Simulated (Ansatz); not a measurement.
**SnSe2 (P-3m1): how ε∞ follows the gap**

The empty bands of SnSe2 (P-3m1) are shifted up rigidly by Δ, and ε∞ along x is computed for each shift. x, y and z are the Cartesian axes of the input cell.

Cell: a, b, c = 3.811, 3.811, 6.136 Å (primitive vectors), 3 atoms.

Method: Ansatz 0.2.0, PBE, independent particles, k-mesh 9×9×4 with interpolation inside its cells, Gaussian parameter 0.1 eV.

Launch of the response step: `ansatz run input.yaml --threads 4 --pin off --max-ram 8192MiB --backend cpu --events-out ev --progress --plain --runs-dir out`. The series took 10.1 min in all, on 4 threads of AMD EPYC (Zen 3), with other jobs on the host.

| Δ (eV) | ε∞ along x |
| --- | --- |
| 0.00 | 11.698 |
| 0.40 | ? |
| 0.80 | 9.839 |
| 1.20 | 9.161 |
| 1.60 | 8.591 |
| 2.00 | 8.103 |

With one effective transition at E₀ and fixed dipole strength, ε∞ − 1 = A/(E₀ + Δ), so 1/(ε∞ − 1) is linear in Δ.

Working, on the rows shown:

| x = Δ (eV) | y = 1/(ε∞ − 1) |
| --- | --- |
| 0 | 0.0934754 |
| 0.8 | 0.113135 |
| 1.2 | 0.122534 |
| 1.6 | 0.131735 |
| 2 | 0.140786 |

Means: x̄ = 1.12, ȳ = 0.12033. Σ(x − x̄)(y − ȳ) = 0.05603, Σ(x − x̄)² = 2.368. Slope = 0.05603 / 2.368 = 0.02366; intercept = ȳ − slope · x̄ = 0.093832. Turned back into ε∞ along x, the line misses the rows shown by at most 0.041.

Fill in the last column of the withheld row.

At x = 0.4 the line gives y = 0.1033, that is 10.681. The run gave 10.663, so the interpolation is off by 0.018, 0.5 % of the range in the table.

Refitted with all rows, the slope is 0.02362 and the intercept 0.093905. These give E₀ = intercept/slope = 4.0 eV, far above the least direct gap of 1.10 eV: most of the screening comes from transitions well over the edge. Over the first step ε∞ falls by 22 % per eV. Excitons are left out and so are local fields; PBE gaps are as a rule too small. Spin-orbit coupling is left out.
